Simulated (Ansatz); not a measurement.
# Tl2Te (model cell, started as cuprite): following an unstable mode, part 3 of 3

Aim: this structure of Tl2Te (model cell, started as cuprite) is to be tested for unstable modes, and one is followed downhill.

Ansatz 0.2.0; DFT PBEsol, scalar-relativistic, plane waves, PAW.

So far. Step 4 (The mode frozen in, largest atomic shift 0.22 Å): The run ends at a pressure of 0.04 GPa, with forces up to 0.29 eV/Å. Step 5 (Energy along the mode, all amplitudes (two of the runs …): The lowest of the steps tried is at 0.22 Å, 1.86 meV/atom below the parent; the bottom of the well need not coincide with a step.

The structure was built from a prototype and need not be the compound's stable phase.

In doubt: the program warns that the response may not be converged on this k-mesh (step 2), which bears on dielectric and field responses.

## (6) Relaxing from the distorted cell (continued)

The steps of the relaxation (22 of 32):

| step | energy less that of the first step (eV) | largest force component (eV/Å) | pressure (GPa) | volume (Å³) |
| --- | --- | --- | --- | --- |
| 1 | 0.0000 | 0.1662 | 0.04 | 777.92 |
| 2 | -0.0905 | 0.1111 | -0.07 | 775.84 |
| 4 | -0.6098 | 0.2716 | -0.37 | 751.21 |
| 5 | -1.1253 | 0.3257 | -0.56 | 728.59 |
| 7 | -2.1387 | 0.2080 | -0.23 | 642.90 |
| 8 | -2.2953 | 0.1171 | -0.37 | 613.12 |
| 10 | -2.7154 | 0.1769 | -0.36 | 553.47 |
| 11 | -2.9490 | 0.1828 | -0.24 | 526.86 |
| 13 | -3.3211 | 0.1115 | 0.17 | 491.96 |
| 14 | -3.3331 | 0.0919 | 0.17 | 492.83 |
| 16 | -3.3915 | 0.0836 | -0.12 | 498.41 |
| 17 | -3.3933 | 0.1535 | 0.24 | 491.43 |
| 19 | -3.4420 | 0.2520 | 0.24 | 474.20 |
| 20 | -3.5311 | 0.1182 | 0.14 | 473.68 |
| 22 | -3.4638 | 0.3038 | -0.77 | 502.89 |
| 23 | -3.5723 | 0.0574 | 0.08 | 482.71 |
| 25 | -3.6363 | 0.0817 | -0.11 | 495.55 |
| 26 | -3.6678 | 0.0501 | -0.06 | 507.10 |
| 28 | -3.6702 | 0.0327 | -0.03 | 510.18 |
| 29 | -3.6726 | 0.0121 | 0.00 | 507.69 |
| 31 | -3.6727 | 0.0009 | 0.00 | 507.33 |
| 32* | -3.6651 | 0.0009 | -0.02 | 507.33 |

Relaxation steps marked * repeat the geometry before them on a plane-wave basis chosen anew for their cell, so energy and pressure can jump there. Other such steps can lie between the rows shown. Relaxation step 22 was tried and not accepted.

Forces are held to the 12 operations that the run works with; a distortion that breaks them can't arise in this run.

| cell as run | before | after | change |
| --- | --- | --- | --- |
| a (Å) | 10.323 | 10.399 | +0.7 % |
| b (Å) | 10.323 | 7.920 | -23.3 % |
| c (Å) | 10.323 | 10.399 | +0.7 % |
| β (°) | 60.00 | 44.77 | -25.4 % |
| γ (°) | 60.00 | 67.62 | +12.7 % |
| volume (Å³/atom) | 64.83 | 42.28 | -34.8 % |

The atoms that moved most (Å, as changes of fractional coordinates times the final cell):

| atom | dx | dy | dz | length |
| --- | --- | --- | --- | --- |
| Te2 | 0.990 | 0.990 | -0.990 | 1.715 |
| Te3 | -0.990 | -0.990 | 0.990 | 1.715 |
| Tl12 | -0.814 | -0.572 | 0.814 | 1.286 |
| Tl5 | 0.814 | 0.814 | -0.572 | 1.286 |
| Tl6 | -0.814 | -0.814 | 0.572 | 1.286 |
| Tl11 | 0.814 | 0.572 | -0.814 | 1.286 |
| Tl10 | -0.572 | -0.814 | 0.814 | 1.286 |
| Tl9 | 0.572 | 0.814 | -0.814 | 1.286 |

The relaxed structure:

```cif
data_structure
_symmetry_space_group_name_H-M 'P 1'
_symmetry_Int_Tables_number 1
_cell_length_a 10.3988
_cell_length_b 7.9198
_cell_length_c 10.3988
_cell_angle_alpha 90.000
_cell_angle_beta 44.767
_cell_angle_gamma 67.617
_cell_volume 507.33
loop_
_atom_site_label
_atom_site_type_symbol
_atom_site_fract_x
_atom_site_fract_y
_atom_site_fract_z
_atom_site_occupancy
Te1 Te 0.06259 0.96871 0.03129 1
Te2 Te 0.13984 0.43008 0.56992 1
Te3 Te 0.36016 0.31992 0.68008 1
Te4 Te 0.43741 0.78129 0.21871 1
Tl5 Tl 0.36052 0.08977 0.91023 1
Tl6 Tl 0.13948 0.66023 0.33977 1
Tl7 Tl 0.69592 0.15204 0.84796 1
Tl8 Tl 0.80408 0.59796 0.40204 1
Tl9 Tl 0.36052 0.54971 0.91023 1
Tl10 Tl 0.13948 0.20029 0.33977 1
Tl11 Tl 0.82045 0.08977 0.45029 1
Tl12 Tl 0.67955 0.66023 0.79971 1
```

Numbers from this step:

```
pressure          : -0.02006 GPa
volume per atom   : 42.28 Å³
gap on the k-mesh : 0 eV
```

The distorted start has space group R-3m; the relaxation ends in R-3m.

## (7) What came out

| Item | Value |
| --- | --- |
| unstable mode of the parent | q = (-0.5, -0.5, -0.5), 55i cm⁻¹ |
| depth at the lowest point sampled | 1.86 meV/atom |
| largest atomic shift at that point | 0.22 Å |
| space group reached (within 0.01 Å) | R-3m |
| energy gained over the parent (first relaxation, on the mesh of the frozen mode) | 307 meV/atom |
| volume per atom, phase reached | 42.3 Å³ |

From this start the structure relaxes into R-3m, 307 meV/atom below the parent. At the parent's cell the well is 1.865 meV/atom deep on the steps tried, with its lowest point at a shift of 0.22 Å. Relaxing atoms and cell changes the gain by +305.40 meV/atom against the lowest step (energies at zero smearing). Most of the total comes from this relaxation. The frozen pattern makes up only 22 % of the final shifts of the atoms, so other modes or strain give most of the change. The modes of the phase reached were not computed on this path. Of the 6 patterns followed to their end from this parent, this one ends 275 meV/atom above the lowest, P4/nmm. Each path keeps the symmetry of its pattern, so a lower phase may lie along a pattern not tried. The program warns that the interpolation holds no quadrupole term, so branches close to Γ can be off in this crystal. In this run the field response is not settled by the k meshes in reach, so its dielectric tensor, Born charges and longitudinal modes are rough. The volume moved by more than a tenth on the k mesh of the start, so the energy gain is rough. Spin-orbit coupling is left out, which can matter for the heavy elements here. The starting cell was built on a prototype and not taken from a measurement, so the phase need not exist.

[Logs are printed without paths, hosts, clocks, repeated set-up lines and the standing remarks that a program may print on its own settings, such as how far it seeks lower states.]

[Hosts, paths, dates, database ids (printed as entryN), source tags and the programs' standing remarks are cut or masked in the printed files.]
